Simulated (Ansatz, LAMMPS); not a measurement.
# Convergence of a linear-scaling basis for liquid (Cs,K,Li)F at 1400 K (82 atoms)

Wanted: errors and times of a linear-scaling basis for liquid (Cs,K,Li)F at 1400 K (82 atoms). A setting counts as converged where the r.m.s. difference of forces stays under 1 % of the r.m.s. force.

Calculated with Ansatz 0.2.0; Kohn-Sham DFT, PBE, PAW (set soft_2), plane waves.

## (1) The structure

The cell holds 82 atoms: 15 Cs, 8 K, 18 Li and 41 F. Cell: a = 12.956 Å, b = 12.956 Å, c = 12.956 Å, α = 90.0°, β = 90.0°, γ = 90.0°. 82 atoms (15 Cs, 8 K, 18 Li, 41 F) placed at random at 2.45 g/cm³, melted at 1800 K for 10 ps at fixed volume with the Lennard-Jones and Coulomb ion parameters for SPC/E (Joung and Cheatham, J. Phys. Chem. B 112, 9020 (2008)), full charges. Snapshot at the end of a hold of 20 ps at 1400 K and fixed volume.

What the set-up can't give: The starting topology of bonds comes from the classical model, and needn't be the one that DFT or experiment would give. The ion parameters were fitted for water, not for melts, so the starting structure of this cell may lie well off the real melt's. Only the Γ point is sampled, in a cell whose shortest periodic width is 13 Å. The levels lack spin–orbit coupling, which is large for the heavy elements here.

## (2) The classical run that made the cell

A classical potential makes the cell, at a small fraction of what the same run would cost in DFT.

This step: classical MD, Lennard-Jones and Coulomb ion parameters for SPC/E (Joung and Cheatham, J. Phys. Chem. B 112, 9020 (2008)), full charges (LAMMPS 22 Jul 2025 - Update 4).

in.lmp reads:

```
# melt-quench of Cs15K8Li18F41
units metal
atom_style charge
boundary p p p
region box block 0 12.9563 0 12.9563 0 12.9563
create_box 4 box
mass 1 132.9055   # Cs
mass 2 39.0983   # K
mass 3 6.9400   # Li
mass 4 18.9984   # F
create_atoms 1 random 15 886784 NULL overlap 2.15 maxtry 2000
create_atoms 2 random 8 886791 NULL overlap 2.15 maxtry 2000
create_atoms 3 random 18 886798 NULL overlap 2.15 maxtry 2000
create_atoms 4 random 41 886805 NULL overlap 2.15 maxtry 2000
pair_style lj/cut/coul/long 9.0
pair_modify mix arithmetic tail yes
pair_coeff 1 1 0.003897 3.6010   # Cs
pair_coeff 2 2 0.018634 2.8384   # K
pair_coeff 3 3 0.014602 1.4094   # Li
pair_coeff 4 4 0.000321 4.0215   # F
set type 1 charge 1
set type 2 charge 1
set type 3 charge 1
set type 4 charge -1
kspace_style pppm 1.0e-4
neigh_modify delay 0 every 1 check yes
thermo_style custom step time temp pe press density
thermo_modify norm yes
timestep 0.002
thermo 100
min_style cg
minimize 1e-4 1e-4 200 2000
reset_timestep 0
velocity all create 1800 886785 mom yes dist gaussian
# [... 14 lines left out ...]
compute msd all msd com yes
thermo 2500
fix md all nvt temp 1400 1400 0.2
run 10000 post no
print "== T1400: mean square displacement over the hold $(c_msd[4]:%.2f) A^2"
unfix md
uncompute msd
write_dump all custom T1400.dump id type xs ys zs modify sort id
```

Started as:

```
> lmp -in in.lmp -log none -nocite
```

Output:

```text
LAMMPS (22 Jul 2025 - Update 4)
Created orthogonal box = (0 0 0) to (12.9563 12.9563 12.9563)
Created 15 atoms
Created 8 atoms
Created 18 atoms
Created 41 atoms
PPPM initialization ...
  G vector (1/distance) = 0.31054361
  grid = 9 9 9
  estimated relative force accuracy = 7.3941142e-05
   Step          Time           Temp          PotEng         Press         Density
         0   0              0             -0.75199082     151098.43      2.4509887
        88   0.176          0             -4.4833724     -18909.479      2.4509887
Loop time of 0.0335157 s on 1 MPI rank(s) for 88 steps with 82 atoms
Minimization stats:
  Stopping criterion = energy tolerance
[... 18 lines left out ...]
Loop time of 1.13917 s on 1 MPI rank(s) for 5000 steps with 82 atoms
   Step          Time           Temp          PotEng         Press         Density
[... 5 lines left out ...]
Loop time of 0.561686 s on 1 MPI rank(s) for 2500 steps with 82 atoms
   Step          Time           Temp          PotEng         Press         Density
[... 2 lines left out ...]
     12500   25             1270.9021     -4.2944479      1501.8653      2.4509887
     15000   30             1251.9074     -4.2925742      3326.214       2.4509887
     17500   35             1483.7677     -4.3117918     -3447.1052      2.4509887
     18500   37             1290.0565     -4.2857908     -3453.209       2.4509887
Loop time of 2.23015 s on 1 MPI rank(s) for 10000 steps with 82 atoms
== T1400: mean square displacement over the hold 49.89 A^2
```

Wall time 4.3 s (1 thread of Arm Neoverse V1, shared host); peak memory 0.07 GiB.

## (3) Plane-wave single point

This run is the reference for what follows, at a cutoff of 420 eV.

input.yaml reads:

```yaml
crystal:
  lattice:
    - [12.9563, 0.0, 0.0]
    - [0.0, 12.9563, 0.0]
    - [0.0, 0.0, 12.9563]
  atoms:
    - { symbol: Cs, position: [0.3712, 0.13612, 0.16585] }
    - { symbol: Cs, position: [0.9223, 0.77094, 0.42912] }
    - { symbol: Cs, position: [0.4389, 0.63196, 0.8895] }
    - { symbol: Cs, position: [0.07597, 0.17556, 0.20407] }
    - { symbol: Cs, position: [0.07217, 0.02042, 0.52469] }
    - { symbol: Cs, position: [0.01439, 0.33419, 0.54612] }
    - { symbol: Cs, position: [0.41237, 0.35022, 0.62815] }
    - { symbol: Cs, position: [0.70759, 0.80126, 0.61188] }
    - { symbol: Cs, position: [0.76304, 0.07827, 0.18003] }
    - { symbol: Cs, position: [0.05241, 0.4921, 0.93037] }
    - { symbol: Cs, position: [0.75058, 0.77142, 0.9786] }
    - { symbol: Cs, position: [0.84186, 0.50817, 0.69715] }
    - { symbol: Cs, position: [0.18262, 0.22702, 0.80536] }
    - { symbol: Cs, position: [0.69059, 0.04761, 0.68119] }
    - { symbol: Cs, position: [0.91731, 0.88806, 0.82215] }
    - { symbol: K, position: [0.19412, 0.67849, 0.0266] }
    - { symbol: K, position: [0.45887, 0.95805, 0.98688] }
    - { symbol: K, position: [0.26863, 0.75884, 0.48456] }
    - { symbol: K, position: [0.60746, 0.76018, 0.2155] }
    - { symbol: K, position: [0.03155, 0.82311, 0.21996] }
    - { symbol: K, position: [0.55268, 0.63572, 0.53298] }
    - { symbol: K, position: [0.66551, 0.22895, 0.49471] }
    - { symbol: K, position: [0.74972, 0.3553, 0.99952] }
    - { symbol: Li, position: [0.49578, 0.33235, 0.3037] }
    - { symbol: Li, position: [0.3931, 0.84368, 0.2288] }
    - { symbol: Li, position: [0.03791, 0.70543, 0.70092] }
    - { symbol: Li, position: [0.53546, 0.18812, 0.86953] }
    - { symbol: Li, position: [0.82702, 0.22358, 0.75071] }
    - { symbol: Li, position: [0.38743, 0.54599, 0.30134] }
    - { symbol: Li, position: [0.05845, 0.53696, 0.35053] }
    - { symbol: Li, position: [0.26875, 0.84717, 0.73859] }
    - { symbol: Li, position: [0.93455, 0.52709, 0.15556] }
    - { symbol: Li, position: [0.18529, 0.34191, 0.34713] }
    - { symbol: Li, position: [0.74837, 0.5753, 0.30722] }
    - { symbol: Li, position: [0.54085, 0.05284, 0.3322] }
    - { symbol: Li, position: [0.46378, 0.04176, 0.59427] }
    - { symbol: Li, position: [0.31813, 0.2113, 0.48082] }
    - { symbol: Li, position: [0.26352, 0.39989, 0.10276] }
    - { symbol: Li, position: [0.19199, 0.53254, 0.58218] }
    - { symbol: Li, position: [0.4455, 0.40293, 0.99265] }
    - { symbol: Li, position: [0.62488, 0.40259, 0.7756] }
    - { symbol: F, position: [0.66709, 0.89099, 0.82804] }
    - { symbol: F, position: [0.33876, 0.33367, 0.39479] }
    - { symbol: F, position: [0.54498, 0.77418, 0.02477] }
    - { symbol: F, position: [0.61617, 0.1936, 0.30151] }
    - { symbol: F, position: [0.01367, 0.65405, 0.12474] }
    - { symbol: F, position: [0.45601, 0.1278, 0.46423] }
    - { symbol: F, position: [0.64081, 0.99571, 0.47872] }
    - { symbol: F, position: [0.41079, 0.27153, 0.86611] }
    - { symbol: F, position: [0.91684, 0.09607, 0.70178] }
    - { symbol: F, position: [0.15071, 0.19451, 0.40429] }
    - { symbol: F, position: [0.48964, 0.95732, 0.21804] }
    - { symbol: F, position: [0.6892, 0.26455, 0.78607] }
    - { symbol: F, position: [0.10942, 0.68874, 0.35963] }
    - { symbol: F, position: [0.69582, 0.71154, 0.3876] }
    - { symbol: F, position: [0.79152, 0.32529, 0.59791] }
    - { symbol: F, position: [0.87922, 0.35274, 0.8233] }
    - { symbol: F, position: [0.334, 0.60284, 0.59257] }
    - { symbol: F, position: [0.41612, 0.7128, 0.30617] }
    - { symbol: F, position: [0.56032, 0.4575, 0.35826] }
    - { symbol: F, position: [0.25111, 0.91874, 0.1249] }
    - { symbol: F, position: [0.38936, 0.93971, 0.67259] }
    - { symbol: F, position: [0.59096, 0.12563, 0.99831] }
    - { symbol: F, position: [0.62717, 0.53058, 0.70085] }
    - { symbol: F, position: [0.89846, 0.78936, 0.65045] }
    - { symbol: F, position: [0.96672, 0.66517, 0.8652] }
    - { symbol: F, position: [0.17428, 0.29245, 0.02039] }
    - { symbol: F, position: [0.78991, 0.55102, 0.16518] }
    - { symbol: F, position: [0.28695, 0.53213, 0.18778] }
    - { symbol: F, position: [0.8805, 0.93357, 0.04919] }
    - { symbol: F, position: [0.41364, 0.36009, 0.14681] }
    - { symbol: F, position: [0.12958, 0.80689, 0.64649] }
    - { symbol: F, position: [0.15217, 0.45542, 0.46457] }
    - { symbol: F, position: [0.27523, 0.77865, 0.86724] }
    - { symbol: F, position: [0.05837, 0.54569, 0.66726] }
    - { symbol: F, position: [0.55678, 0.46582, 0.9416] }
    - { symbol: F, position: [0.88049, 0.55771, 0.3871] }
    - { symbol: F, position: [0.96081, 0.9704, 0.32254] }
    - { symbol: F, position: [0.29022, 0.4753, 0.95919] }
    - { symbol: F, position: [0.51544, 0.14832, 0.67711] }
    - { symbol: F, position: [0.23267, 0.24574, 0.60781] }
    - { symbol: F, position: [0.03398, 0.40281, 0.27231] }
kpoints:
  mp_grid: { grid: [1, 1, 1] }
hamiltonian:
  xc: pbe
scf:
  occupations: { method: gaussian, width: 0.05 }
output:
  forces: true
  stress: true
  populations: intrinsic
  dos:
    method: { smearing: { sigma: 0.1 } }
    de: 0.1
    projected: { site_lists: { Cs: [Cs], F: [F], K: [K], Li: [Li] } }
  eigenvalues: true
  write_density: true
  write_potential: true
  volumetric_format: npy
```

Started as:

```
> ansatz run input.yaml --threads 4 --pin off --max-ram 8192MiB --backend cpu --events-out ev --progress --plain --runs-dir out
```

Output:

```text
Engine: ansatz 0.2.0, aarch64-unknown-linux-gnu
Pseudopotentials: kind: paw
Pseudopotential: Cs, paw, valence charge 9, recommended cutoff 420 eV (normal), Cs.paw.azcp
Pseudopotential: K, paw, valence charge 9, recommended cutoff 420 eV (normal), K.paw.azcp
Pseudopotential: Li, paw, valence charge 3, recommended cutoff 420 eV (normal), Li.paw.azcp
Pseudopotential: F, paw, valence charge 7, recommended cutoff 420 eV (normal), F.paw.azcp
[... 5 lines on functional and potentials left out ...]
Crystal: 82 atoms, lattice volume = 2174.918 Å³
Basis set: ecut = 420 eV, 42499 PW (Γ), exchange–correlation on 180×180×180 points (8 copies of the dense FFT grid, shifted against one another)
Bands: 356, of which v1, the nominal top of the filled ones, is band 274 counted from 1 (273 counted from 0)
Symmetry: 1 space group operations
Space group: P1 (ITA 1), of the structure as read, at distance tolerance 1.3e-4 Å
k-points: 1
[... 9 lines on functional and potentials left out ...]
Initial density: superposition of atomic densities (neutral atoms: chi_scale 0, normalization atom), corrected by the library's trained network
Initial wavefunctions: pseudopotential atomic-orbital guess
Functional: x = pbe(κ = 0.804, μ = 0.219515), c = pbe(β = 0.066725)
SCF iter   1: F=—  HF=-134282.314673 eV  |F-HF|=—  |Δ(HF+E_count)|=         —  Δρ=1.67e-3  dr2=1.30e-1  ethr=1.77e-3  ⟨swp⟩=6.0  Hψ=1556  notcnv=0  defer=69
preconditioner: auto → Resta (q_TF=auto, 2.168 Å⁻¹)  ε∞=2.6  [insulator: Δε(μ)=3.472 eV  Ē_g=14.027 eV  σ=0.050 eV  W_gap=1.00  n_scr=364 (ndim 8)  ℏωp=17.7 eV  f_vac=0.280  D(μ)=0.00/eV (n_scr^D=0)  ε∞_Penn≈2.6]
SCF iter   2: F=—  HF=-134282.289599 eV  |F-HF|=—  |Δ(HF+E_count)|=   2.51e-2  Δρ=1.03e-3  dr2=3.70e-2  ethr=2.38e-5  ⟨swp⟩=2.0  Hψ=660  notcnv=0  defer=77
SCF iter   3: F=—  HF=-134282.283225 eV  |F-HF|=—  |Δ(HF+E_count)|=   6.37e-3  Δρ=4.30e-4  dr2=1.37e-2  ethr=6.76e-6  ⟨swp⟩=2.0  Hψ=529  notcnv=0  defer=77
SCF iter   4: F=—  HF=-134282.279402 eV  |F-HF|=—  |Δ(HF+E_count)|=   3.82e-3  Δρ=1.69e-4  dr2=8.58e-4  ethr=2.50e-6  ⟨swp⟩=2.0  Hψ=473  notcnv=0  defer=77
SCF iter   5: F=—  HF=-134282.279380 eV  |F-HF|=—  |Δ(HF+E_count)|=   2.13e-5  Δρ=1.43e-4  dr2=3.07e-4  ethr=1.57e-7  ⟨swp⟩=2.0  Hψ=525  notcnv=0  defer=77
SCF iter   6: F=—  HF=-134282.279320 eV  |F-HF|=—  |Δ(HF+E_count)|=   6.01e-5  Δρ=4.00e-5  dr2=2.96e-5  ethr=5.60e-8  ⟨swp⟩=2.0  Hψ=526  notcnv=0  defer=77
SCF iter   7: F=—  HF=-134282.279869 eV  |F-HF|=—  |Δ(HF+E_count)|=   5.48e-4  Δρ=1.13e-5  dr2=2.69e-6  ethr=5.40e-9  ⟨swp⟩=2.0  Hψ=626  notcnv=0  defer=77
SCF iter   8: F=—  HF=-134282.279869 eV  |F-HF|=—  |Δ(HF+E_count)|=   8.86e-7  Δρ=8.16e-6  dr2=1.04e-6  ethr=4.91e-10  ⟨swp⟩=2.0  Hψ=525  notcnv=0  defer=77
SCF iter   9: F=-134282.279869 eV  HF=-134282.279869 eV  |F-HF|=2.41e-8  |Δ(HF+E_count)|=   3.67e-8  Δρ=1.23e-6  dr2=4.32e-8  ethr=1.82e-11  ⟨swp⟩=17.0  Hψ=3390  notcnv=0
SCF 1 converged in 9 iterations: F = -134282.279869 eV  dr2 = 4.32e-8
  greatest PAW one-centre occupation: 1.000 electrons in one spin orbital (limit 2), on the Li atom at site 35 (counted from 0), in its partial waves of l = 0
WARN: The input density's exchange-correlation potential varies sharply where the density is thin. Do not read a vacuum level from v_tot or v_xc, or from such a field of the output density. On a cell that repeats whose density bears no net charge and no dipole along the vacuum's axis use v_es (v_loc + v_h of the components); [...]
SCF converged after 9 iterations
Free energy (F): -134282.279869 eV
Harris-Foulkes:  -134282.279869 eV  (|F-HF|=2.41e-8)
Internal energy: -134282.279869 eV  (E = F + TS)
E sigma→0 (E₀):  -134282.279869 eV
Fermi energy:    1.937170 eV
--- Per-component energies (eV) ---
  E_band       = -5555.028081
  E_kinetic    = 13010.893202
  E_local      = -47676.782371  (includes V_loc(G=0)·N_el)
  E_nonlocal   = 2955.643809
  E_hartree    = 18655.015932
  E_xc         = -7191.269371
  E_vxc        = -7693.983913  (∫ρ·V_xc dr)
  E_paw        = -90839.970834  (= ΣΔE_a)
  E_vpaw       = -3460.912580  (= ΣTr[D̂ρ^β])
  E_aug_tail   = 0.084353  (compensation charges beyond the density's cutoff)
  E_ewald      = -23195.894590
  E_smearing   = -0.000000  (= −TS)
  E_closure    = 0.000000  (closes the sum)
  Σ components = -134282.279869   (vs F -134282.279869, Δ=0.00e0)
--- Forces (eV/Å), atoms counted from 1 ---
  atom   1  Cs    -0.02163866     0.41533248    -0.24216635
  atom   2  Cs    -0.31592086    -0.47395701     0.32060176
  atom   3  Cs     0.02896994     0.25122841    -0.27214977
  atom   4  Cs    -0.34553380    -0.15902228    -0.25171365
  atom   5  Cs    -0.21315829     0.11011257     0.12092050
  atom   6  Cs    -0.46554659    -0.33224095     0.07570297
  atom   7  Cs     0.36207718     0.30986380     0.29540265
  atom   8  Cs    -0.50146935    -0.08035979    -0.04969149
  atom   9  Cs     0.07630678    -0.34024586    -0.23812685
  atom  10  Cs     0.10873927    -0.45216224    -0.30365021
  atom  11  Cs    -0.03669046    -0.53892139     0.35371669
  atom  12  Cs     0.03939383     0.54509384    -0.33240110
  atom  13  Cs     0.18629442    -0.02616398     0.76874700
  atom  14  Cs     0.33111399     0.36677089     0.61300133
[...]
atom  81  F      0.32053549    -0.28970784    -0.53112370
  atom  82  F      0.50834410     0.10465184    -0.19802070
  max |Σ_I F_I| component: 8.03e-5 eV/Å
--- Stress (GPa, compression-positive) ---
       -1.998336       0.215757      -0.246791
        0.215756      -2.370141       0.370017
       -0.246791       0.370017      -2.139173
  P = ⅓ Tr σ = -2.1692 GPa (-21.692 kbar)
--- Band table (eV) ---
  k-point 0: bands = ["-44.2961", "-43.9765", "-43.8245", "-43.7339", [... 340 levels ...], "8.0574", "8.1067", "8.1314", "8.2221", "8.2449", "8.2656", "8.2886", "8.3495", "8.3581", "8.3860", "8.4001", "8.4328"]
--- intrinsic populations: 82 sites ---
  site symbol       q [e]
     0     Cs      8.0484
     1     Cs      8.0528
     2     Cs      8.0525
[...]
81      F      7.8315
  spilling = 0.000000 (of n_electrons = 548.000000)
```

Run time: 36 s. Hardware: 4 threads of Arm Neoverse V1, shared host; peak memory 2.5 GiB; 2.3 min of CPU time.

In the SCF lines HF is the Harris–Foulkes energy and dr2 the Hartree energy of the density residual, in eV; the loop may stop once dr2 is under the threshold and the program's other checks hold. Hψ counts applications of the Hamiltonian.

The program notes that the exchange-correlation potential is rough where the density is thin.

The run gave:

* free energy: -134282.2799 eV
* free energy per atom: -1637.5888 eV/atom
* SCF cycles: 9
* pressure: -2.169 GPa
* r.m.s. force component: 0.4079 eV/Å
* longest force: 1.379 eV/Å
* Fermi energy: 1.937 eV
* gap (highest filled to lowest empty level): 3.433 eV

The r.m.s. force component of 0.41 eV/Å sets the scale for the differences below.

## (4) Support functions low

With localised support functions most steps grow linearly with size, though the diagonalisation grows faster unless the density matrix is cut; this run measures error and cost at this size.

This step: Kohn-Sham DFT, PBE, PAW (set soft_2), localised support functions (low) (Ansatz 0.2.0).

input.yaml, the sections that differ from step 3:

```yaml
scf:
  occupations: { method: gaussian, width: 0.05 }
  eigensolver: { kind: { support_functions: { accuracy: low } } }
  max_iter: 150
output:
  forces: true
  eigenvalues: true
# crystal, kpoints, hamiltonian: as in step 3
```

Output:

```text
Warning: scf.eigensolver.kind.support_functions: disabling space-group detection — the functions' gradient is summed over unrotated k-points, so no spatial operation reduces the k-mesh or symmetrises the density; time reversal is kept, so that k and −k are solved as one point where they differ and the mesh holds both, and exact exchange and, on two spinor components, a DFT+U term hold to it where the run has them: [...]
settings of this run that can trade accuracy for cost: scf.eigensolver.kind.support_functions; scf.eigensolver.kind.support_functions.accuracy: low [...]
[...]
Crystal: 82 atoms, lattice volume = 2174.918 Å³
Basis set: ecut = 420 eV, 42499 PW (Γ), exchange–correlation on 192×192×192 points (8 copies of the dense FFT grid, shifted against one another)
Bands: 329, of which v1, the nominal top of the filled ones, is band 274 counted from 1 (273 counted from 0)
Symmetry: 1 space group operations
k-points: 1
[...]
SCF iter   1: F=—  HF=-134322.185826 eV  |F-HF|=—  |Δ(HF+E_count)|=         —  Δρ=1.07e-1  dr2=3.91e2  ethr=1.00e-1
[...]
SCF iter  16: F=—  HF=-134282.566980 eV  |F-HF|=—  |Δ(HF+E_count)|=   1.98e-3  Δρ=1.70e-5  dr2=2.15e-5  ethr=1.39e-8  κ⁻¹=7.2e-5(r=7)
SCF iter  17: F=-134282.568649 eV  HF=-134282.568654 eV  |F-HF|=5.10e-6  |Δ(HF+E_count)|=   1.67e-3  Δρ=1.48e-5  dr2=7.54e-6  ethr=3.92e-9
SCF 1 converged in 17 iterations: F = -134282.594352 eV  dr2 = 7.54e-6
[...]
SCF converged after 17 iterations
Stability not checked: this state was not tested for a lower state beside it, because the mixer in use, unlike msr1, does not test its closes by its own steps (another_mixer; see scf.mixing.algorithm and scf.lower_state_search)
Free energy (F): -134282.594352 eV
[...]
Internal energy: -134282.594352 eV  (E = F + TS)
E sigma→0 (E₀):  -134282.594352 eV
Fermi energy:    1.938476 eV
[...]
Σ components = -134282.594352   (vs F -134282.594352, Δ=0.00e0)
--- Forces (eV/Å), atoms counted from 1 ---
  atom   1  Cs    -0.02137442     0.41562635    -0.24190722
  atom   2  Cs    -0.31618232    -0.47405594     0.32044691
  atom   3  Cs     0.02836514     0.25095279    -0.27206884
  atom   4  Cs    -0.34535747    -0.15857047    -0.25176102
[...]
atom  82  F      0.50829902     0.10597575    -0.19788944
  max |Σ_I F_I| component: 5.90e-3 eV/Å
--- Band table (eV) ---
[...]
```

Run time: 3.6 min. Hardware: 4 threads; peak memory 5 GiB.

The program notes that the band table was not solved further than the SCF left it and it switched symmetry off.

Keys that differ from the reference: support_functions.accuracy = "low" and scf.max_iter = 150.

Forces differ from the reference by 0.45 meV/Å r.m.s., 0.11 % of their size, well within a tolerance of 1 %; the energy by -3.8 meV/atom. It took roughly 5.9 times the reference's time (one timing each, with unlike analyses asked), in 17 cycles against 9.

(Continued in part 2 of 2.)

[Long decimals in the printed logs are rounded to 6 places.]

[Logs are printed without paths, hosts, clocks, repeated set-up lines and the standing remarks that a program may print on its own settings, such as how far it seeks lower states.]

[Hosts, paths, dates, database ids (printed as entryN), source tags and the programs' standing remarks are cut or masked in the printed files.]
